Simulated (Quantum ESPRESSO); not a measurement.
# O K ELNES/XANES of Sc2CO (R-3m) from DFT, part 3 of 3

What does one-electron theory with a core hole give for the O K edge of Sc2CO (R-3m)?

Quantum ESPRESSO 7.5; X-ray absorption near-edge structure, plane-wave PAW PBEsol, one-electron final states by a Lanczos continued fraction.

So far. Step 2 (Ground state of the crystal): The mesh shows no gap, so the system is treated as a metal and the core electron is put at the Fermi level (neutral cell). Step 3 (Spectrum without a core hole, O atom 3): Main maxima below 24 eV (height): 4.3 eV (2.30), 7.0 eV (1.66), 10.6 eV (1.53), 12.7 eV (1.58) and 17.2 eV (0.66). A K edge sees empty p states; the first features are O p mixed into the empty d states of the Sc neighbours, and the broad ones above probably into the cations' higher empty bands.

**8. Spectrum with XCH, O atom 3**

The Lanczos recursion gives the spectrum without computing empty bands; each polarisation needs a run of its own on the full k mesh. xe0 is set between filled and empty states, and states below it are cut, here at the Fermi level, which holds the excited electron. The file of filecore holds the core orbital, taken from the hole-free data set.

Contents of xspectra.in:

```
&input_xspectra
   calculation='xanes_dipole', edge='K'
   prefix='x', outdir='tmp', xiabs=2, xe0=12.9512
   xonly_plot=.false., x_save_file='xanes.sav'
   xniter=3000, xcheck_conv=20, xerror=0.005
   xcoordcrys=.false., xepsilon(1)=1, xepsilon(2)=0, xepsilon(3)=0
/
&plot
   xnepoint=413, xemin=-10, xemax=45, terminator=.true., cut_occ_states=.true.
   xgamma=0.4
/
&pseudos
   filecore='../O.wfc'
/
&cut_occ
   cut_desmooth=0.1, cut_stepl=0.05, cut_stepu=0.05, cut_ierror=1e-5
/
6 7 7 0 0 0
```

xspectra_1.in, as its differences from xspectra.in of step 8:

```diff
@@ -5,3 +5,3 @@
    xniter=3000, xcheck_conv=20, xerror=0.005
-   xcoordcrys=.false., xepsilon(1)=1, xepsilon(2)=0, xepsilon(3)=0
+   xcoordcrys=.false., xepsilon(1)=0, xepsilon(2)=1, xepsilon(3)=0
 /
```

xspectra_2.in, as its differences from xspectra_1.in of step 8:

```diff
@@ -5,3 +5,3 @@
    xniter=3000, xcheck_conv=20, xerror=0.005
-   xcoordcrys=.false., xepsilon(1)=0, xepsilon(2)=1, xepsilon(3)=0
+   xcoordcrys=.false., xepsilon(1)=0, xepsilon(2)=0, xepsilon(3)=1
 /
```

Launch:

```sh
> OMP_NUM_THREADS=1 mpirun --oversubscribe --bind-to none -np 4 xspectra.x -nk 4 -in xspectra.in > xspectra.out
```

Log:

```text
     [... banner and references ...]
Reading input_file

     calculation: xanes_dipole

     xepsilon  [cartesian coordinates]:   1.000000   0.000000   0.000000

     xonly_plot: FALSE
        => complete calculation: Lanczos + spectrum plot

     filecore (core-wavefunction file): ../O.wfc

     main plot parameters:
        cut_occ_states: TRUE
        gamma_mode:  constant
        -> using xgamma [eV]:  0.40
        xemin [eV]: -10.00
        xemax [eV]:  45.00
        xnepoint:  413
        xe0 [eV]:  12.951200 (energy zero read in input file)

     WARNING: variable ef_r is obsolete

                      Reading SCF save directory: x.save

     tmp/x.save/

     Exchange-correlation= PBESOL
                           (   1   4  10   8   0   0   0)

     G-vector sticks info

                           Getting the Fermi energy

     From SCF save directory:
        ehomo [eV]:   13.3046 (highest occupied level)
        elumo [eV]:   13.3306 (lowest occupied level)
        ef    [eV]:   13.3046

     -> ef (in eV) will be written in x_save_file

                           Energy zero of the spectrum

     -> ef will NOT be used as energy zero of the spectrum
       (because xe0 read in input file)

     G-vector sticks info

     bravais-lattice index     =            0
     lattice parameter (alat)  =      10.6044  a.u.
     unit-cell volume          =     975.3128 (a.u.)^3
     number of atoms/cell      =           12
     number of atomic types    =            4
     number of electrons       =        97.00
     number of Kohn-Sham states=           60
     kinetic-energy cutoff     =      50.0000  Ry
     charge density cutoff     =     450.0000  Ry
     Exchange-correlation= PBESOL
                           (   1   4  10   8   0   0   0)

     celldm(1)=  10.604375  celldm(2)=   0.000000  celldm(3)=   0.000000
     celldm(4)=   0.000000  celldm(5)=   0.000000  celldm(6)=   0.000000

     crystal axes: (cart. coord. in units of alat)
               a(1) = (   0.000000  -0.333634   0.942703 )
               a(2) = (   0.000000   1.000902   0.000000 )
               a(3) = (  -0.866807   0.500451   0.000000 )

     reciprocal axes: (cart. coord. in units 2 pi/alat)
               b(1) = (  0.000000 -0.000000  1.060780 )
               b(2) = (  0.576830  0.999098  0.353593 )
               b(3) = ( -1.153660  0.000000  0.000000 )

     PseudoPot. #1 for Sc:     Pseudo is Projector augmented-wave + core cor, Zval = 11.0

     ../pp/O.pbesol-n-kjpaw-1sch.UPF
     Pseudo is Projector augmented-wave + core cor, Zval =  7.0
     Shape of augmentation charge: PSQ
     Using radial grid of 1095 points,  4 beta functions with:
                l(1) =   0
                l(2) =   0
                l(3) =   1
                l(4) =   1
     Q(r) pseudized with 0 coefficients

     ../pp/O.pbesol-n-kjpaw.UPF
     Pseudo is Projector augmented-wave + core cor, Zval =  6.0
     Shape of augmentation charge: PSQ
     Using radial grid of 1095 points,  4 beta functions with:
                l(1) =   0
[...]
Q(r) pseudized with 0 coefficients

     ../pp/C.pbesol-n-kjpaw.UPF
     Pseudo is Projector augmented-wave + core cor, Zval =  4.0
     Shape of augmentation charge: PSQ
     Using radial grid of 1073 points,  4 beta functions with:
[...]
l(2) =   0
                l(3) =   1
                l(4) =   1
     Q(r) pseudized with 0 coefficients

     atomic species   valence    mass     pseudopotential
     Sc               11.00     1.00000     Sc( 1.00)
     O0                7.00     1.00000     O ( 1.00)
     O                 6.00     1.00000     O ( 1.00)
     C                 4.00     1.00000     C ( 1.00)

      4 Sym. Ops., with inversion, found

   Cartesian axes

     site n.     atom                  positions (alat units)
         1        Sc     tau(   1) = (   0.0000000   0.6672682   0.2458171  )
         2        Sc     tau(   2) = (  -0.2889356   0.1668170   0.2458171  )
[...]
10        C      tau(  10) = (   0.0000000   0.3336341   0.4713513  )
        11        C      tau(  11) = (  -0.2889356   0.8340853   0.4713513  )
        12        C      tau(  12) = (  -0.5778712   0.3336341   0.4713513  )

     number of k points=   294  Marzari-Vanderbilt smearing, width (Ry)=  0.0150

     Number of k-points >= 100: set verbosity='high' to print them.

     Dense  grid:   157267 G-vectors     FFT dimensions: (  72,  72,  72)

     Smooth grid:    46635 G-vectors     FFT dimensions: (  48,  48,  48)

     The potential is recalculated from file :
     tmp/x.save/charge-density

     Starting wfcs are   84 atomic wfcs
     Checking if some PAW data can be deallocated...

               Reading core wavefunction file for the absorbing atom

     ../O.wfc successfully read

                              Attributing the PAW radii
                     for the absorbing atom [units: Bohr radius]

        PAW proj 1: r_paw(l= 0)= 1.95  (1.5*r_cut)
        PAW proj 2: r_paw(l= 0)= 1.95  (1.5*r_cut)
        PAW proj 3: r_paw(l= 1)= 2.03  (1.5*r_cut)
        PAW proj 4: r_paw(l= 1)= 2.03  (1.5*r_cut)

        NB: The calculation will not necessary use all these r_paw values.
            - For a edge in the electric-dipole approximation,
              only the r_paw(l=1) values are used.
            - For a K edge in the electric-quadrupole approximation,
              only the r_paw(l=2) values are used.

            - For a L2 or L3 edge in the electric-quadrupole approximation,

              all projectors (s, p and d) are used.

     init_gipaw_1: projectors nearly linearly dependent:
     ntyp =  4, l/n1/n2 =  1 2 1  0.99439377

                          Starting XANES calculation
                     in the electric dipole approximation

     Method of calculation based on the Lanczos recursion algorithm
        - STEP 1: Construction of a kpoint-dependent Lanczos basis,
          in which the Hamiltonian is tridiagonal (each 'iter'
          corresponds to the calculation of one more Lanczos vector)
        - STEP 2: Calculation of the cross-section as a continued fraction
          averaged over the k-points.

     ... Begin STEP 1 ...

        Radial transition matrix element(s) used in the calculation of the
        initial vector of the Lanczos basis (|tilde{phi}_abs> normalized)
        | For PAW proj. (l=1) #1: radial matrix element =   0.159558625
        | For PAW proj. (l=1) #2: radial matrix element =   0.204266769

NB: the    74 k-point are not all listed below because npool=  4
        |-------------------------------------------------------------
        ! k-point #     1:  ( 0.0000,  0.0000,  0.0000),  0.0068,   1
        |-------------------------------------------------------------
 okvan= T
        |   Norm of the initial Lanczos vector: 0.11038531E+00
        |   Estimated error at iter     20:   1.00550127
        |   Estimated error at iter     40:   0.48877588
        |   Estimated error at iter     60:   0.14451114
        |   Estimated error at iter     80:   0.12558234
        |   Estimated error at iter    100:   0.12216740
[...]
!   => CONVERGED at iter    280 with error=  0.00447640
        |-------------------------------------------------------------
        ! k-point #     2:  (-0.1648,  0.0000,  0.0000),  0.0068,   1
        |-------------------------------------------------------------
 okvan= T
        |   Norm of the initial Lanczos vector: 0.11038079E+00
[...]
!   => CONVERGED at iter    460 with error=  0.00375215
        |-------------------------------------------------------------
     [... 71 further k-points ...]
        ! k-point #    74:  (-0.2472,  0.4282,  0.3283),  0.0068,   1
        |-------------------------------------------------------------
 okvan= T
        |   Norm of the initial Lanczos vector: 0.11037341E+00
[...]
|   Estimated error at iter    380:   0.00588209
        |   Estimated error at iter    400:   0.00506718
        |   Estimated error at iter    420:   0.01012927
        !   => CONVERGED at iter    440 with error=  0.00298260

     Results of STEP 1 successfully written in x_save_file
     x_save_file name:
     ->  xanes.sav
     x_save_file version:  2

     ... End STEP 1 ...

     ... Begin STEP 2 ...

     The spectrum is calculated using the following parameters:
        xe0 [eV]:   12.9512
        the occupied states are elimintate from the spectrum
        xemin [eV]: -10.00
        xemax [eV]:  45.00
        xnepoint:  413
        constant broadening parameter [eV]:    0.400
        Core level energy [eV]:  -543.1
         (from electron binding energy of neutral atoms in X-ray data booklet)

     Cross-section successfully written in xanes.dat

     ... End STEP 2 ...

                                END JOB XSpectra
```

Run time: 10 min. Hardware: 4 MPI ranks of Arm Neoverse V1, shared host; peak memory 0.24 GiB; 40 min of CPU time.

The O K spectrum, O atom 3, excited-electron core hole (neutral cell) (energy from the energy zero of the input (xe0, at the border of filled and empty states); intensity scaled to a mean of 1 over the first 20 eV; the points at xe0, where the cut of filled states can leave a spike, are interpolated; polarised curves are means over the symmetry-equivalent atoms):

| E (eV) | isotropic | ε ⊥ c | ε ∥ c |
| --- | --- | --- | --- |
| -2.0 | 0.08 | 0.08 | 0.07 |
| -1.4 | 0.11 | 0.11 | 0.10 |
| -0.8 | 0.17 | 0.18 | 0.15 |
| -0.2 | 0.39 | 0.41 | 0.34 |
| 0.4 | 0.79 | 0.84 | 0.68 |
| 1.0 | 1.25 | 1.36 | 1.03 |
| 1.6 | 1.53 | 1.68 | 1.24 |
| 2.2 | 1.96 | 2.15 | 1.57 |
| 2.8 | 2.33 | 2.47 | 2.04 |
| 3.4 | 1.72 | 1.71 | 1.74 |
| 4.0 | 1.06 | 1.03 | 1.13 |
| 4.6 | 0.81 | 0.73 | 0.97 |
| 5.2 | 1.19 | 0.92 | 1.72 |
| 5.8 | 1.65 | 1.51 | 1.93 |
| 6.4 | 1.31 | 1.52 | 0.91 |
| 7.0 | 1.00 | 1.21 | 0.58 |
| 7.6 | 1.01 | 1.19 | 0.67 |
| 8.2 | 1.28 | 1.45 | 0.94 |
| 8.8 | 1.58 | 1.70 | 1.34 |
| 9.4 | 1.37 | 1.43 | 1.24 |
| 10.0 | 1.03 | 0.96 | 1.17 |
| 10.6 | 1.19 | 0.89 | 1.81 |
| 11.2 | 1.37 | 0.85 | 2.39 |
| 11.8 | 0.99 | 0.69 | 1.58 |
| 12.4 | 0.73 | 0.59 | 0.99 |
| 13.0 | 0.50 | 0.48 | 0.53 |
| 13.6 | 0.42 | 0.46 | 0.34 |
| 14.2 | 0.48 | 0.58 | 0.28 |
| 14.8 | 0.59 | 0.70 | 0.37 |
| 15.4 | 0.61 | 0.70 | 0.44 |
| 16.0 | 0.65 | 0.74 | 0.47 |
| 16.6 | 0.51 | 0.56 | 0.41 |
| 17.2 | 0.45 | 0.43 | 0.47 |
| 17.8 | 0.48 | 0.44 | 0.55 |
| 18.4 | 0.45 | 0.43 | 0.51 |
| 19.0 | 0.44 | 0.45 | 0.43 |
| 19.6 | 0.48 | 0.50 | 0.43 |
| 20.2 | 0.52 | 0.58 | 0.39 |
| 20.8 | 0.54 | 0.60 | 0.41 |
| 21.4 | 0.61 | 0.65 | 0.51 |
| 22.0 | 0.72 | 0.76 | 0.64 |
| 22.6 | 0.99 | 1.06 | 0.85 |
| 23.2 | 1.38 | 1.46 | 1.23 |
| 23.8 | 1.65 | 1.69 | 1.58 |
| 24.4 | 1.92 | 1.97 | 1.82 |
| 25.0 | 2.03 | 2.20 | 1.69 |
| 25.6 | 1.71 | 1.92 | 1.27 |
| 26.2 | 1.32 | 1.33 | 1.31 |
| 26.8 | 1.13 | 1.02 | 1.36 |
| 27.4 | 1.07 | 0.90 | 1.40 |
| 28.0 | 0.88 | 0.76 | 1.12 |
| 28.6 | 0.75 | 0.68 | 0.89 |
| 29.2 | 0.71 | 0.64 | 0.84 |
| 29.8 | 0.55 | 0.48 | 0.68 |
| 30.4 | 0.37 | 0.36 | 0.39 |
| 31.0 | 0.34 | 0.34 | 0.33 |
| 31.6 | 0.45 | 0.46 | 0.42 |

Main maxima below 24 eV (height): 2.8 eV (2.33), 5.8 eV (1.65), 9.0 eV (1.60), 11.1 eV (1.39) and 16.0 eV (0.65). 

The total-energy difference is 536.80 eV. One term is added: -8.91 eV, since the hole is spin-paired here and a spin-polarised one costs that much less in the free atom (computed apart). The photon energy is then 527.89 eV. The functional leaves an error in such absolute values: in the free atom PBEsol prices this hole 2.1 eV below PBE (computed apart), and PBE is itself good to a few eV.

**9. Another broadening**

The final state's lifetime shortens with energy, so measured features broaden above the edge; the saved Lanczos coefficients are redrawn with a width that grows.

Contents of xspectra_plot.in:

```
&input_xspectra
   calculation='xanes_dipole', edge='K'
   prefix='x', outdir='tmp', xiabs=2, xe0=12.9512
   xonly_plot=.true., x_save_file='xanes.sav'
   xniter=3000, xcheck_conv=20, xerror=0.005
   xcoordcrys=.false., xepsilon(1)=1, xepsilon(2)=0, xepsilon(3)=0
/
&plot
   xnepoint=413, xemin=-10, xemax=45, terminator=.true., cut_occ_states=.true.
   gamma_mode='variable', gamma_energy(1)=4, gamma_energy(2)=25, gamma_value(1)=0.3, gamma_value(2)=2.5
/
&pseudos
   filecore='../O.wfc'
/
&cut_occ
   cut_desmooth=0.1, cut_stepl=0.05, cut_stepu=0.05, cut_ierror=1e-5
/
6 7 7 0 0 0
```

Launch:

```sh
> OMP_NUM_THREADS=1 xspectra.x -in xspectra_plot.in > xspectra_plot.out
```

Log:

```text
     [... banner and references ...]
Reading input_file
     -------------------------------------------------------------------------

     calculation: xanes_dipole

     xonly_plot: TRUE
        => only the spectrum plot

     main plot parameters:
        cut_occ_states: TRUE
        gamma_mode:  variable
        -> first, constant up to point ( 4.00, 0.30) [eV]
        -> then, linear up to point (25.00, 2.50) [eV]
        -> finally, constant up to xemax
        xemin [eV]: -10.00
        xemax [eV]:  45.00
        xnepoint:  413
[...]
xemin [eV]: -10.00
        xemax [eV]:  45.00
        xnepoint:  413
        energy-dependent broadening parameter:
         -> first, constant up to point ( 4.00, 0.30) [eV]
         -> then, linear up to point (25.00, 2.50) [eV]
         -> finally, constant up to xemax
        Core level energy [eV]:  -543.1
         (from electron binding energy of neutral atoms in X-ray data booklet)

     Cross-section successfully written in xanes.dat

     -------------------------------------------------------------------------
                                END JOB XSpectra
     -------------------------------------------------------------------------
[key lines of the parts left out:]
Fermi level [eV]:  13.3046
```

Elapsed: 12 s, on 1 MPI rank; peak memory 0.05 GiB.

With a Lorentzian half width 0.3 eV up to 4 eV, rising linearly to 2.5 eV at 25 eV, the maxima are 2.8 eV (2.49), 5.8 eV (1.53) and 8.8 eV (1.32).

**10. Another broadening**

The saved Lanczos coefficients are redrawn with another constant width, to see how the features depend on it.

Edit xspectra_plot.in of step 9 so:

```diff
@@ -9,3 +9,3 @@
    xnepoint=413, xemin=-10, xemax=45, terminator=.true., cut_occ_states=.true.
-   gamma_mode='variable', gamma_energy(1)=4, gamma_energy(2)=25, gamma_value(1)=0.3, gamma_value(2)=2.5
+   xgamma=0.15
 /
```

Log:

```text
     [... banner and references ...]
Reading input_file
     -------------------------------------------------------------------------

     calculation: xanes_dipole

     xonly_plot: TRUE
        => only the spectrum plot

     main plot parameters:
        cut_occ_states: TRUE
        gamma_mode:  constant
        -> using xgamma [eV]:  0.15
        xemin [eV]: -10.00
        xemax [eV]:  45.00
        xnepoint:  413
        xe0 [eV]:  12.951200 (energy zero read in input file)

     WARNING: variable ef_r is obsolete

[...]
Using the following parameters:
        xe0 [eV]:   12.9512
        the occupied states are elimintate from the spectrum
        xemin [eV]: -10.00
        xemax [eV]:  45.00
        xnepoint:  413
        constant broadening parameter [eV]:    0.150
        Core level energy [eV]:  -543.1
         (from electron binding energy of neutral atoms in X-ray data booklet)

     Cross-section successfully written in xanes.dat

     -------------------------------------------------------------------------
                                END JOB XSpectra
     -------------------------------------------------------------------------
[key lines of the parts left out:]
Fermi level [eV]:  13.3046
```

Run time: 12 s. Hardware: 1 MPI rank; peak memory 0.05 GiB.

With a Lorentzian half width 0.15 eV, the maxima are 2.8 eV (3.01), 5.6 eV (2.03), 9.0 eV (1.92), 11.1 eV (1.71), 15.0 eV (0.70) and 16.2 eV (0.75).

**11. With and without the hole**

Both curves are counted from their own zero, so only the shift of weight within the empty states shows.

```csv
E (eV),no hole,XCH
-2.0,0.05,0.08
-1.0,0.07,0.14
0.0,0.17,0.52
1.0,0.42,1.25
2.0,0.87,1.80
3.0,1.23,2.22
4.0,2.09,1.06
5.0,1.53,0.99
6.0,0.89,1.60
7.0,1.66,1.00
8.0,1.10,1.18
9.0,1.06,1.59
10.0,1.33,1.03
11.0,1.39,1.37
12.0,1.35,0.88
13.0,1.48,0.50
14.0,0.74,0.45
15.0,0.43,0.62
16.0,0.59,0.65
17.0,0.63,0.44
18.0,0.47,0.47
19.0,0.45,0.44
20.0,0.38,0.51
21.0,0.39,0.56
22.0,0.39,0.72
23.0,0.43,1.28
24.0,0.63,1.76
25.0,0.90,2.03
26.0,1.39,1.44
27.0,1.81,1.11
28.0,1.32,0.88
29.0,1.17,0.73
30.0,0.89,0.47
31.0,0.68,0.34
32.0,0.33,0.52
```

With each curve scaled to its own mean, the area from −2 to 6 eV with the hole is 8.8 against 6.8, and the centre of weight from −1 to 20 eV moves by -1.1 eV: the hole pulls the absorber's empty states down.

**12. Runs not followed above**

These runs aren't followed: redraws of a spectrum that repeat one shown, runs with a planted fault or a state judged unsound, or a program's part that gave no sound spectrum.

| program | step | status | elapsed |
| --- | --- | --- | --- |
| Quantum ESPRESSO | spectrum with XCH, other settings | converged | 65 s |

**13. What came out**

* absorber and edge: O K, atom 3 of the ground-state input (counted from 1)
* surroundings: 6 Sc at 2.33 Å (octahedral, site symmetry -3m)
* highest intensity below 16 eV: 2.8 eV above the zero, height 2.33
* photon energy of the zero, with the added terms: 527.9 eV (raw 536.8 eV; PBEsol puts this hole about 2 eV below PBE, itself good to a few eV)

What this shows: The O K edge of atom 3, with 6 Sc at 2.33 Å (octahedral, site symmetry -3m), has its highest intensity of the first 16 eV at 2.8 eV above the zero, near 531 eV in photon energy (PBEsol puts this hole about 2 eV below PBE, itself good to a few eV), 2.3 times the mean level of the first 20 eV (Lorentzian half width 0.4 eV). With each curve scaled to its own mean, the area from −2 to 6 eV with the hole is 8.8 against 6.8, and the centre of weight from −1 to 20 eV moves by -1.1 eV: the hole pulls the absorber's empty states down. At the O K edge of atom 3 polarisation matters most near 11.2 eV, where the curves differ by 1.5 on this scale. The unit cell's mesh shows no gap over 0.35 eV. That is right for a metallic compound; for a small-gap or correlated insulator it would be the fault of the functional or of the assumed magnetic order, and the hole would be screened too well. The holes are only 5.6 Å apart, so the shape is probably not converged with cell size; no larger cell was run here. The structure is a computed Materials Project entry and may be a hypothetical form.

[Banner, clock and machine lines of the logs are left out without a mark of their own.]

[Logs are printed without paths, hosts, clocks, repeated set-up lines and the standing remarks that a program may print on its own settings, such as how far it seeks lower states.]

[Hosts, paths, dates, database ids (printed as entryN), source tags and the programs' standing remarks are cut or masked in the printed files.]

[Lists of maxima count a maximum above −3 eV only where it reaches 4 % of the highest in the window and stands out from its surroundings by 2 % of it (1.5 % where it reaches 55 %); shoulders and weaker maxima are passed over, and of the rest the first, up to two pre-edge ones and the few strongest are named.]
